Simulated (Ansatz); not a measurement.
## (GaP)1(GaAs)3 [001] superlattice, started as zinc blende: from the cell to its phonons

The cell of (GaP)1(GaAs)3 [001] superlattice, started as zinc blende is at rest. What are its phonons?

Main program and level: Ansatz 0.2.0; DFT PBEsol, scalar-relativistic, plane waves, PAW.

The structure was built from a prototype and need not be the compound's stable phase.

Symmetry: P-4m2, No. 115, tetragonal system. Conventional cell: a = 3.962 Å, b = 3.962 Å, c = 11.204 Å, α = 90.00°, β = 90.00°, γ = 90.00°. Nearest to As lie 4 Ga at 2.44 Å. Ga has 2 P at 2.38 Å and 2 As at 2.44 Å nearest. Nearest to Ga lie 4 As at 2.44 Å. P has 4 Ga at 2.38 Å nearest. Farther neighbours are not listed.

Structure file:

```cif
data_structure
_symmetry_space_group_name_H-M 'P-4m2'
_symmetry_Int_Tables_number 115
_cell_length_a 3.9618
_cell_length_b 3.9618
_cell_length_c 11.2041
_cell_angle_alpha 90.000
_cell_angle_beta 90.000
_cell_angle_gamma 90.000
_cell_volume 175.86
loop_
_atom_site_label
_atom_site_type_symbol
_atom_site_symmetry_multiplicity
_atom_site_Wyckoff_symbol
_atom_site_fract_x
_atom_site_fract_y
_atom_site_fract_z
_atom_site_occupancy
As1 As 2 f 0.50000 0.50000 0.24556 1
As2 As 1 d 0.00000 0.00000 0.50000 1
Ga1 Ga 2 g 0.50000 0.00000 0.88171 1
Ga2 Ga 2 g 0.50000 0.00000 0.37267 1
P1 P 1 a 0.00000 0.00000 0.00000 1
```

```yaml
space_group_within_0p01_a: P-4m2
volume_per_atom: 22.0 Å³
gap_on_the_k_mesh: 0.725 eV
highest_optical_mode_at_the_zone_centre_no_lo_to_term: 349 cm⁻¹
top_of_the_zone_centre_spectrum_with_the_field: 357 cm⁻¹
lowest_optical_zone_centre_mode: 67.5 cm⁻¹
mean_high_frequency_dielectric_constant: 13.0
mean_static_dielectric_constant: 15.0
largest_born_charge_third_of_the_trace: -2.36 e
imaginary_modes_at_gamma_the_only_wavevector_solved: none
```

What this shows: The structure is stable against zone-centre distortions, since no mode there is imaginary; other wavevectors were not solved, so zone-boundary instabilities are untested. Without the field, the optical modes at Γ span 68 to 349 cm⁻¹. No dispersion was computed. The highest mode in this list at Γ, 349.2 cm⁻¹, is mostly motion of P (77 % of the kinetic energy). With the macroscopic field of the longitudinal modes the top of the zone-centre spectrum lies at 357 cm⁻¹, against 349 cm⁻¹ without it. Lattice motion raises the mean dielectric constant from 13.00 to 14.98. The strongest infrared line is at 263 cm⁻¹. Averaged over orientations, the strongest Raman line at 532 nm and 300 K is at 263 cm⁻¹, among the modes without the field; their longitudinal partners can be Raman active too. The tensors are the static, non-resonant ones, while 532 nm light (2.33 eV) lies above the computed gap. With the field response the log warns that the k mesh is coarse for the force constants too, so the frequencies may not be converged. In this run the field response is not settled by the k meshes in reach, so its dielectric tensor, Born charges and longitudinal modes are rough. The program warns that the Raman tensors are not converged in the k mesh, so the intensities are rough. The starting cell was built on a prototype and not taken from a measurement, so the phase need not exist. These are harmonic frequencies at zero temperature: anharmonic shifts, linewidths and thermal expansion are left out.

**Question.** Which input and command would start the first run of this session?

One input that does so (others would too):

Contents of input.yaml:

```yaml
crystal:
  lattice:
    - [2.8014445176, 2.8014445176, 0.0]
    - [-2.8014445176, 2.8014445176, 0.0]
    - [0.0, 0.0, 11.2040692869]
  atoms:
    - { symbol: As, position: [1.0, 0.5, 0.3705579198] }
    - { symbol: As, position: [0.5, 1.0, 0.625] }
    - { symbol: As, position: [1.0, 0.5, 0.8794420802] }
    - { symbol: Ga, position: [0.0, 0.0, 0.0067124376] }
    - { symbol: Ga, position: [0.5, 0.5, 0.2432875624] }
    - { symbol: Ga, position: [0.0, 0.0, 0.4976673345] }
    - { symbol: Ga, position: [0.5, 0.5, 0.7523326655] }
    - { symbol: P, position: [0.5, 1.0, 0.125] }
kpoints:
  mp_grid: { grid: [8, 8, 2] }
hamiltonian:
  xc: pbesol
scf:
  occupations: { method: fixed }
output:
  eigenvalues: true
phonons:
  method: dfpt
  dielectric: true
  rigid_motions: translations
  raman: true
```

Command:

```sh
$ ansatz run input.yaml --threads 8 --pin off --max-ram 14336MiB --backend cpu --events-out ev --progress --plain --runs-dir out
```

[Logs are printed without paths, hosts, clocks, repeated set-up lines and the standing remarks that a program may print on its own settings, such as how far it seeks lower states.]

[Hosts, paths, dates, database ids (printed as entryN), source tags and the programs' standing remarks are cut or masked in the printed files.]
